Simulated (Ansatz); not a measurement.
# Work function of K(100): what the settings cost and change

How far do cutoff, k-mesh and smearing move the work function of K(100)?

Method: plane-wave DFT, PBE, Ansatz PAW, in Ansatz 0.2.0.

### Step 1. Set-up

The cell holds 7 atoms: 7 K. Cell: a = 5.230 Å, b = 5.230 Å, c = 33.690 Å, α = 90.0°, β = 90.0°, γ = 90.0°. Vacuum lies along c.

### Step 2. Slab, setting cutoff 200 eV

A work function rests on the faint tail of the density, so the SCF threshold is tight. The cutoff is raised first; then mesh and smearing are varied at the default cutoff.

input.yaml reads:

```yaml
crystal:
  lattice:
    - [5.23, 0.0, 0.0]
    - [0.0, 5.23, 0.0]
    - [0.0, 0.0, 33.69]
  atoms:
    - { symbol: K, position: [0.0, 0.0, 0.267141585] }
    - { symbol: K, position: [0.5, 0.5, 0.3447610567] }
    - { symbol: K, position: [0.0, 0.0, 0.4223805283] }
    - { symbol: K, position: [0.5, 0.5, 0.5] }
    - { symbol: K, position: [0.0, 0.0, 0.5776194717] }
    - { symbol: K, position: [0.5, 0.5, 0.6552389433] }
    - { symbol: K, position: [0.0, 0.0, 0.732858415] }
kpoints:
  mp_grid: { grid: [8, 8, 1] }
hamiltonian:
  xc: pbe
scf:
  occupations: { method: fermi_dirac, width: 0.1 }
  convergence: { dr2_threshold: 1.0e-09 }
efield:
  axis: 3
  dipole_correction: true
  ramp_position: 0.97
  ramp_width: 0.06
basis:
  ecutwfc: "200 eV"
output:
  write_potential: true
  write_density: true
  volumetric_format: npy
  elf: true
```

Command:

```console
$ ansatz run input.yaml --threads 2 --pin off --max-ram 3072MiB --backend cpu --events-out ev --progress --plain --runs-dir out
```

Numbers of over 12 decimals in the logs are rounded to 6 here.

Log:

```text
Warning: basis.ecutwfc = 200 eV is below the records' recommended 420 eV, and the density's cutoff is lower with it unless basis.ecutrho_ratio is high enough to keep the records' density cutoff: compare with a run at a higher cutoff
Engine: ansatz 0.2.0, aarch64-unknown-linux-gnu
Pseudopotentials: kind: paw
Pseudopotential: K, paw, valence charge 9, recommended cutoff 420 eV (normal), K.paw.azcp
Functional definition: PBE
  parameter kappa = 0.804
  parameter beta = 0.066725
  exchange = pbe_x(kappa = kappa, mu = beta*pi^2/3)
  correlation = pbe_c(beta = beta)
Crystal: 7 atoms, lattice volume = 921.519 Å³
Basis set: ecut = 200 eV, 5893 PW (Γ)
Bands: 39, of which v1, the nominal top of the filled ones, is band 32 counted from 1 (31 counted from 0)
Symmetry: 8 space group operations
k-points: 15 of 64
Non-local potential: K, projectors of the file, l = 0: 3, l = 1: 2, l = 2: 2
PAW form: soft (Blöchl's): semilocal exchange-correlation on the pseudo side does not see the compensation charge
PAW one-centre angular grid: K, 110 points (default); XC on 64 Gauss nodes
Initial density: superposition of atomic densities (neutral atoms: chi_scale 0, normalization atom), corrected by the library's trained network
Initial wavefunctions: pseudopotential atomic-orbital guess
Functional: x = pbe(κ = 0.804, μ = 0.219515), c = pbe(β = 0.066725)
SCF iter   1: F=—  HF=-10758.017580 eV  |F-HF|=—  |Δ(HF+E_count)|=         —  Δρ=1.09e-2  dr2=4.11e-1  ethr=1.77e-3  p=0.000 e·Å  D=2.15e-14 V/Å  ΔV_dip=-0.00 eV  dr2_dipole=2.39e-8  V_vac-E_F(+/−)=2.22/2.22 eV  ⟨swp⟩=12.3  Hψ=2940  notcnv=0
efield: sawtooth ramp at fractional position 0.9700 (set: `efield.ramp_position`, or a place that a band, a saddle search or an elastic batch's reference lends), width 0.0600; the density the first Hamiltonian is built on has a dipole p = 0.000 e·Å; the dipole correction subtracts the counter field D = 2.15e-14 V/Å, which shifts the + side's vacuum level by -0.00 eV against the − side's; the planar-averaged density in the ramp window peaks in size at 7.0e-6 e/Å³
preconditioner: auto → LDOS  [metal: Δε(μ)=0.024 eV  Ē_g=1.807 eV  σ=0.100 eV  W_gap=0.06  n_scr=90 (ndim 8)  ℏωp=3.2 eV  f_vac=0.413  D(μ)=5.75/eV (n_scr^D=10)  β→1.0]
SCF iter   2: F=—  HF=-10757.933765 eV  |F-HF|=—  |Δ(HF+E_count)|=   8.38e-2  Δρ=3.62e-3  dr2=9.28e-2  ethr=6.52e-4  p=-0.000 e·Å  D=-3.74e-7 V/Å  ΔV_dip=0.00 eV  dr2_dipole=1.74e-8  V_vac-E_F(+/−)=2.26/2.26 eV  ⟨swp⟩=2.3  Hψ=1294  notcnv=0
SCF iter   3: F=—  HF=-10757.894202 eV  |F-HF|=—  |Δ(HF+E_count)|=   3.96e-2  Δρ=3.08e-4  dr2=9.53e-4  ethr=1.47e-4  p=-0.000 e·Å  D=-6.19e-7 V/Å  ΔV_dip=0.00 eV  dr2_dipole=1.40e-9  V_vac-E_F(+/−)=2.26/2.26 eV  ⟨swp⟩=2.0  Hψ=1031  notcnv=0
SCF iter   4: F=—  HF=-10757.894314 eV  |F-HF|=—  |Δ(HF+E_count)|=   1.13e-4  Δρ=6.76e-5  dr2=1.11e-4  ethr=1.51e-6  p=-0.000 e·Å  D=-6.24e-7 V/Å  ΔV_dip=0.00 eV  dr2_dipole=1.43e-11  V_vac-E_F(+/−)=2.27/2.27 eV  ⟨swp⟩=2.4  Hψ=980  notcnv=0
SCF iter   5: F=—  HF=-10757.894321 eV  |F-HF|=—  |Δ(HF+E_count)|=   6.20e-6  Δρ=3.74e-5  dr2=2.95e-5  ethr=1.76e-7  p=-0.000 e·Å  D=-3.81e-7 V/Å  ΔV_dip=0.00 eV  dr2_dipole=1.88e-11  V_vac-E_F(+/−)=2.27/2.27 eV  ⟨swp⟩=2.1  Hψ=983  notcnv=0
SCF iter   6: F=—  HF=-10757.894318 eV  |F-HF|=—  |Δ(HF+E_count)|=   2.56e-6  Δρ=5.57e-6  dr2=5.77e-7  ethr=4.68e-8  p=-0.000 e·Å  D=-1.53e-7 V/Å  ΔV_dip=0.00 eV  dr2_dipole=1.29e-11  V_vac-E_F(+/−)=2.27/2.27 eV  ⟨swp⟩=2.0  Hψ=981  notcnv=0
SCF iter   7: F=—  HF=-10757.893909 eV  |F-HF|=—  |Δ(HF+E_count)|=   4.09e-4  Δρ=1.73e-6  dr2=6.36e-8  ethr=9.17e-10  p=-0.000 e·Å  D=-4.46e-8 V/Å  ΔV_dip=0.00 eV  dr2_dipole=3.75e-15  V_vac-E_F(+/−)=2.27/2.27 eV  ⟨swp⟩=2.9  Hψ=1029  notcnv=0
SCF iter   8: F=—  HF=-10757.893909 eV  |F-HF|=—  |Δ(HF+E_count)|=   1.69e-8  Δρ=4.58e-7  dr2=4.71e-9  ethr=1.01e-10  p=-0.000 e·Å  D=-1.35e-8 V/Å  ΔV_dip=0.00 eV  dr2_dipole=8.69e-14  V_vac-E_F(+/−)=2.27/2.27 eV  ⟨swp⟩=2.1  Hψ=1000  notcnv=0
SCF iter   9: F=-10757.893909 eV  HF=-10757.893909 eV  |F-HF|=8.37e-11  |Δ(HF+E_count)|=   3.31e-9  Δρ=1.09e-7  dr2=2.21e-10  ethr=1.59e-12  p=-0.000 e·Å  D=-2.19e-9 V/Å  ΔV_dip=0.00 eV  dr2_dipole=5.25e-14  V_vac-E_F(+/−)=2.27/2.27 eV  ⟨swp⟩=8.9  Hψ=1657  notcnv=0
SCF 1 converged in 9 iterations: F = -10757.893909 eV  dr2 = 2.21e-10
  greatest PAW one-centre occupation: 0.993 electrons in one spin orbital (limit 2), on the K atom at site 2 (counted from 0), in its partial waves of l = 0
WARN: The output density's exchange-correlation potential varies sharply where the density is thin. Do not read a vacuum level from v_tot or v_xc, or from such a field of the output density. On a cell that repeats whose density bears no net charge and no dipole along the vacuum's axis use v_es (v_loc + v_h of the components); under efield.dipole_correction with no amplitude use v_es + v_field, which holds any externa [...]
SCF converged after 9 iterations
Free energy (F): -10757.893909 eV
Harris-Foulkes:  -10757.893909 eV  (|F-HF|=8.37e-11)
Internal energy: -10757.704366 eV  (E = F + TS)
E sigma→0 (E₀):  -10757.799137 eV
Entropy (-TS):   -0.189543 eV (-27.078 meV/atom)
Fermi energy:    0.053869 eV
Dipole field:    D = -0.000000 V/Å  (p = -0.000001 e·Å, saw-weighted, corrected)
Work function:   Φ+ = 2.2690 eV   Φ− = 2.2691 eV
Levels:          The Fermi level and band energies are counted from a zero that moves with the ramp; work functions are not
--- Per-component energies (eV) ---
  E_band       = -1122.159030
  E_kinetic    = 1758.452656
  E_local      = -20894.505425  (includes V_loc(G=0)·N_el)
  E_nonlocal   = 92.543625
  E_hartree    = 9630.485100
  E_xc         = -934.344971
  E_vxc        = -1139.159381  (∫ρ·V_xc dr)
  E_paw        = -5470.393185  (= ΣΔE_a)
  E_vpaw       = -200.460170  (= ΣTr[D̂ρ^β])
  E_aug_tail   = -0.000741  (compensation charges beyond the density's cutoff)
  E_efield     = 0.000000  (sawtooth field / dipole correction)
  E_vefield    = 0.000000  (∫n·V_field dr)
  E_ewald      = 5060.058575
  E_smearing   = -0.189543  (= −TS)
  E_closure    = -0.000000  (closes the sum)
  Σ components = -10757.893909   (vs F -10757.893909, Δ=0.00e0)
--- Band table (eV; the first three rows and the last of 15) ---
  k-point 0: bands = [... 28 lower, -2.0665, -1.7842, -1.3373, -0.7485, -0.0957, 0.5466, 1.1514, 1.7087, ... 3 higher]
  k-point 1: bands = [... 28 lower, -1.9665, -1.6879, -1.2446, -0.6598, -0.0110, 0.6266, 1.2198, 1.5952, ... 3 higher]
  k-point 2: bands = [... 28 lower, -1.6783, -1.4042, -0.9704, -0.3991, 0.2354, 0.8551, 0.9252, 1.1616, ... 3 higher]
  k-point 14: bands = [... 28 lower, 0.5861, 0.6175, 0.7830, 0.7830, 0.8441, 0.9349, 0.9444, 0.9444, ... 3 higher]
```

Wall time 26 s (2 threads of Arm Neoverse N1, shared host); peak memory 0.52 GiB.

Numbers from this step:

```yaml
energy_at_zero_smearing: -10757.7991 eV
work_function_upper_face: 2.269 eV
```

Running mean over 2.615 Å of the planar mean; the ramp of the sawtooth is left out. Table of electron's electrostatic potential energy less the Fermi level by z:

z (Å), electron's electrostatic potential energy less the Fermi level (eV) and a bar from the least value:
```
        4       2.26 ##############################
        5       2.23 ##############################
        6       2.12 #############################
        7       1.64 ########################
        8       0.00 ########
        9      -0.76 
       10      -0.78 
       11      -0.73 #
       12      -0.72 #
       13      -0.74 #
       14      -0.73 #
       15      -0.73 #
       16      -0.75 
       17      -0.75 
       18      -0.74 #
       19      -0.73 #
       20      -0.73 #
       21      -0.73 #
       22      -0.72 #
       23      -0.74 #
       24      -0.79 
       25      -0.67 #
       26       0.56 #############
       27       1.88 ##########################
       28       2.17 #############################
       29       2.25 ##############################
       30       2.26 ##############################
```

Valence density in the ca plane at fractional y = 0.000, with atoms of K within 0.2 Å of it. It is the smooth field of the valence electrons, not physical close to the nuclei.

Values in e/Å³, 8 rows by 16 columns, each cell a mean:
```
2.7 0.9 0.0 0.0 0.1 2.2 1.5 0.0 0.0 0.0 1.6 2.2 0.1 0.0 0.0 0.0
0.3 0.1 0.0 0.0 0.0 0.3 0.2 0.0 0.0 0.0 0.2 0.3 0.0 0.0 0.0 0.0
0.0 0.0 0.0 0.0 0.0 0.0 0.0 0.0 0.0 0.0 0.0 0.0 0.0 0.0 0.0 0.0
0.0 0.0 0.0 0.0 0.0 0.0 0.0 0.0 0.0 0.0 0.0 0.0 0.0 0.0 0.0 0.0
0.0 0.0 0.0 0.0 0.0 0.0 0.0 0.0 0.0 0.0 0.0 0.0 0.0 0.0 0.0 0.0
0.0 0.0 0.0 0.0 0.0 0.0 0.0 0.0 0.0 0.0 0.0 0.0 0.0 0.0 0.0 0.0
0.8 0.3 0.0 0.0 0.0 0.7 0.5 0.0 0.0 0.0 0.5 0.7 0.0 0.0 0.0 0.0
3.4 1.2 0.0 0.0 0.1 2.8 2.0 0.0 0.0 0.1 2.0 2.8 0.1 0.0 0.0 0.0
```
Columns run along c (16.0 Å, from fractional 0.41 to 0.88 of the cell), rows up along a (5.2 Å). Atoms in or near the plane, at fractional coordinates: K at (0.42, 0.00), K at (0.58, 0.00), K at (0.73, 0.00).

ELF in the ca plane at fractional y = 0.000, with atoms of K within 0.2 Å of it. It is the smooth field of the valence electrons, not physical close to the nuclei.

Ten even steps from '0' (0.00) to '9' (0.87), each cell a mean:
```
98997102332027998983014340049989961010000000
99984003443014899961024441027999831010000000
56641014444101466520034553002576410010000000
11100144554410011100245655200111000101000000
00002444444442000013444455641000012111000000
34344444334444434344443345555544431220000000
34345653333565434345532335765544344310000000
44444543333554444444443335665555432220000000
11124444334443211134443345553211232120000000
00000244554420000001445555410000001101000000
24320024554200234210144654101343200100000000
89972004444003799841024442015898620010000000
99995103332016999982014340038999951010000000
97897202442027987993004440159979972010000000
```
Columns run along c (16.0 Å, from fractional 0.41 to 0.88 of the cell), rows up along a (5.2 Å). Atoms in or near the plane, at fractional coordinates: K at (0.42, 0.00), K at (0.58, 0.00), K at (0.73, 0.00).

Electrostatic potential energy in the ca plane at fractional y = 0.000, with atoms of K within 0.2 Å of it. With pseudopotentials it is smooth inside the atoms' cores, unlike the true potential.

Ten even steps from '0' (-44 eV) to '9' (2 eV), each cell a mean:
```
10027999999997200168999999984000489999999999
42368999999998633579999999987424689999999999
87789999999999877899999999998777899999999999
99999999999999999999999999999999999999999999
99999999999999999999999999999999999999999999
99999999999999999999999999999999999999999999
99999999999999999999999999999999999999999999
99999999999999999999999999999999999999999999
99999999999999999999999999999999999999999999
99999999999999999999999999999999999999999999
88899999999999988899999999999888999999999999
65578999999998755689999999998656789999999999
20148999999997400278999999985101589999999999
00017999999987100058999999984000379999999999
```
Columns run along c (16.0 Å, from fractional 0.41 to 0.88 of the cell; values clipped at the 3rd and 97th percentile), rows up along a (5.2 Å). Atoms in or near the plane, at fractional coordinates: K at (0.42, 0.00), K at (0.58, 0.00), K at (0.73, 0.00).

The work function is 2.269 eV.

### Step 3. Run

input.yaml: that of step 2 with these lines changed.

```diff
@@ -26,3 +26,3 @@
 basis:
-  ecutwfc: "200 eV"
+  ecutwfc: "300 eV"
 output:
@@ -31,2 +31 @@
   volumetric_format: npy
-  elf: true
```

Log:

```text
[...]
Crystal: 7 atoms, lattice volume = 921.519 Å³
Basis set: ecut = 300 eV, 10951 PW (Γ)
Bands: 39, of which v1, the nominal top of the filled ones, is band 32 counted from 1 (31 counted from 0)
Symmetry: 8 space group operations
k-points: 15 of 64
[...]
k-point 1: bands = [... 28 lower, -1.9792, -1.6994, -1.2557, -0.6717, -0.0237, 0.6123, 1.1986, 1.5487, ... 3 higher]
  k-point 2: bands = [... 28 lower, -1.6882, -1.4147, -0.9813, -0.4110, 0.2216, 0.8393, 0.9012, 1.1334, ... 3 higher]
  k-point 14: bands = [... 28 lower, 0.5522, 0.5836, 0.7739, 0.7739, 0.8102, 0.9003, 0.9304, 0.9304, ... 3 higher]
[key lines of the parts left out:]
SCF converged after 9 iterations
Free energy (F): -10764.108386 eV
Fermi energy:    0.039549 eV
Dipole field:    D = -0.000000 V/Å  (p = -0.000001 e·Å, saw-weighted, corrected)
Work function:   Φ+ = 2.2540 eV   Φ− = 2.2541 eV
```

The job ended after 42 s (2 threads; peak memory 0.77 GiB; 69 s of CPU time).

The work function is 2.254 eV, -0.015 eV from the run “cutoff 200 eV”, at 1.6 times its CPU time.

### Step 4. Slab

input.yaml: that of step 3 with these lines changed.

```diff
@@ -26,3 +26,3 @@
 basis:
-  ecutwfc: "300 eV"
+  ecutwfc: "420 eV"
 output:
```

Log:

```text
[...]
Crystal: 7 atoms, lattice volume = 921.519 Å³
Basis set: ecut = 420 eV, 18073 PW (Γ)
Bands: 39, of which v1, the nominal top of the filled ones, is band 32 counted from 1 (31 counted from 0)
Symmetry: 8 space group operations
k-points: 15 of 64
[...]
k-point 1: bands = [... 28 lower, -1.9790, -1.6992, -1.2556, -0.6718, -0.0238, 0.6121, 1.1983, 1.5476, ... 3 higher]
  k-point 2: bands = [... 28 lower, -1.6879, -1.4145, -0.9813, -0.4112, 0.2214, 0.8389, 0.9006, 1.1326, ... 3 higher]
  k-point 14: bands = [... 28 lower, 0.5510, 0.5823, 0.7741, 0.7741, 0.8090, 0.8991, 0.9304, 0.9304, ... 3 higher]
[key lines of the parts left out:]
SCF converged after 9 iterations
Free energy (F): -10764.181605 eV
Fermi energy:    0.039341 eV
Dipole field:    D = -0.000000 V/Å  (p = -0.000001 e·Å, saw-weighted, corrected)
Work function:   Φ+ = 2.2536 eV   Φ− = 2.2536 eV
```

The job ended after 67 s (2 threads; peak memory 1.1 GiB).

The work function is 2.254 eV, -0.015 eV from the run “cutoff 200 eV”, at 2.9 times its CPU time.

### Step 5. Slab

input.yaml: that of step 4 with these lines changed.

```diff
@@ -26,3 +26,3 @@
 basis:
-  ecutwfc: "420 eV"
+  ecutwfc: "600 eV"
 output:
```

Log:

```text
[...]
Crystal: 7 atoms, lattice volume = 921.519 Å³
Basis set: ecut = 600 eV, 30827 PW (Γ)
Bands: 39, of which v1, the nominal top of the filled ones, is band 32 counted from 1 (31 counted from 0)
Symmetry: 8 space group operations
k-points: 15 of 64
[...]
k-point 1: bands = [... 28 lower, -1.9792, -1.6994, -1.2558, -0.6719, -0.0240, 0.6117, 1.1976, 1.5473, ... 3 higher]
  k-point 2: bands = [... 28 lower, -1.6881, -1.4147, -0.9815, -0.4114, 0.2212, 0.8386, 0.9005, 1.1324, ... 3 higher]
  k-point 14: bands = [... 28 lower, 0.5508, 0.5821, 0.7740, 0.7740, 0.8088, 0.8989, 0.9303, 0.9303, ... 3 higher]
[key lines of the parts left out:]
SCF converged after 9 iterations
Free energy (F): -10764.182037 eV
Fermi energy:    0.039154 eV
Dipole field:    D = -0.000001 V/Å  (p = -0.000003 e·Å, saw-weighted, corrected)
Work function:   Φ+ = 2.2541 eV   Φ− = 2.2541 eV
```

Wall time 2 min (2 threads); peak memory 1.8 GiB; 3.7 min of CPU time.

The work function is 2.254 eV, +0.001 eV from the run “cutoff 420 eV”, at 1.9 times its CPU time.

### Step 6. Slab

input.yaml: that of step 5 with these lines changed.

```diff
@@ -14,3 +14,3 @@
 kpoints:
-  mp_grid: { grid: [8, 8, 1] }
+  mp_grid: { grid: [1, 1, 1] }
 hamiltonian:
@@ -25,4 +25,2 @@
   ramp_width: 0.06
-basis:
-  ecutwfc: "600 eV"
 output:
```

Log:

```text
[...]
Crystal: 7 atoms, lattice volume = 921.519 Å³
Basis set: ecut = 420 eV, 18073 PW (Γ)
Bands: 39, of which v1, the nominal top of the filled ones, is band 32 counted from 1 (31 counted from 0)
Symmetry: 8 space group operations
k-points: 1
[...]
Internal energy: -10769.810720 eV  (E = F + TS)
E sigma→0 (E₀):  -10769.883336 eV
Entropy (-TS):   -0.145231 eV (-20.747 meV/atom)
Fermi energy:    -0.735191 eV
Dipole field:    D = -0.000000 V/Å  (p = -0.000001 e·Å, saw-weighted, corrected)
Work function:   Φ+ = 3.0018 eV   Φ− = 3.0018 eV
[...]
--- Band table (eV) ---
  k-point 0: bands = [... 28 lower, -2.1082, -1.7860, -1.3077, -0.7359, -0.0800, 0.5590, 1.1467, 1.7240, ... 3 higher]
[key lines of the parts left out:]
SCF converged after 11 iterations
Free energy (F): -10769.955952 eV
```

Run time: 9 s. Hardware: 2 threads; peak memory 0.51 GiB.

The work function is 3.002 eV, +0.748 eV from the run “cutoff 420 eV”, at 0.066 times its CPU time.

### Step 7. Slab

input.yaml: that of step 6 with these lines changed.

```diff
@@ -14,3 +14,3 @@
 kpoints:
-  mp_grid: { grid: [1, 1, 1] }
+  mp_grid: { grid: [3, 3, 1] }
 hamiltonian:
```

Log:

```text
[...]
Crystal: 7 atoms, lattice volume = 921.519 Å³
Basis set: ecut = 420 eV, 18073 PW (Γ)
Bands: 39, of which v1, the nominal top of the filled ones, is band 32 counted from 1 (31 counted from 0)
Symmetry: 8 space group operations
k-points: 3 of 9
[...]
Work function:   Φ+ = 2.2932 eV   Φ− = 2.2932 eV
[...]
--- Band table (eV) ---
  k-point 0: bands = [... 28 lower, -2.1217, -1.8137, -1.3505, -0.7700, -0.1123, 0.5295, 1.1222, 1.7033, ... 3 higher]
  k-point 1: bands = [... 28 lower, -1.4382, -1.1457, -0.7074, -0.1600, 0.3498, 0.4584, 0.6053, 0.9879, ... 3 higher]
  k-point 2: bands = [... 28 lower, -0.7975, -0.5132, -0.0897, 0.4339, 0.8611, 0.8840, 1.0081, 1.0674, ... 3 higher]
[key lines of the parts left out:]
SCF converged after 9 iterations
Free energy (F): -10764.344068 eV
Fermi energy:    0.021645 eV
Dipole field:    D = -0.000000 V/Å  (p = -0.000000 e·Å, saw-weighted, corrected)
```

The job ended after 20 s (2 threads; peak memory 0.75 GiB; 25 s of CPU time).

The work function is 2.293 eV, +0.040 eV from the run “cutoff 420 eV”, at 0.20 times its CPU time.

### Step 8. Slab

input.yaml: that of step 7 with these lines changed.

```diff
@@ -14,3 +14,3 @@
 kpoints:
-  mp_grid: { grid: [3, 3, 1] }
+  mp_grid: { grid: [5, 5, 1] }
 hamiltonian:
```

Log:

```text
[...]
Crystal: 7 atoms, lattice volume = 921.519 Å³
Basis set: ecut = 420 eV, 18073 PW (Γ)
Bands: 39, of which v1, the nominal top of the filled ones, is band 32 counted from 1 (31 counted from 0)
Symmetry: 8 space group operations
k-points: 6 of 25
[...]
k-point 1: bands = [... 28 lower, -1.8250, -1.5598, -1.1081, -0.5375, 0.1045, 0.7291, 1.1616, 1.3617, ... 3 higher]
  k-point 2: bands = [... 28 lower, -1.1042, -0.8552, -0.4312, -0.0136, 0.0974, 0.2149, 0.5587, 0.7543, ... 3 higher]
  k-point 5: bands = [... 28 lower, -0.2228, 0.0172, 0.4195, 0.6981, 0.8326, 0.9011, 0.9785, 0.9786, ... 3 higher]
[key lines of the parts left out:]
SCF converged after 9 iterations
Free energy (F): -10764.164239 eV
Fermi energy:    0.054848 eV
Dipole field:    D = -0.000000 V/Å  (p = -0.000000 e·Å, saw-weighted, corrected)
Work function:   Φ+ = 2.2403 eV   Φ− = 2.2403 eV
```

It took 37 s on 2 threads; peak memory 0.86 GiB.

The work function is 2.240 eV, -0.013 eV from the run “cutoff 420 eV”, at 0.43 times its CPU time.

[end of part 1 of 2]

[Logs are printed without paths, hosts, clocks, repeated set-up lines and the standing remarks that a program may print on its own settings, such as how far it seeks lower states.]

[Hosts, paths, dates, database ids (printed as entryN), source tags and the programs' standing remarks are cut or masked in the printed files.]

[Maps of the electrostatic potential energy from Ansatz leave out the sawtooth potential of an applied field or a dipole correction, so their vacuum need not be flat; planar profiles and work functions include it.]
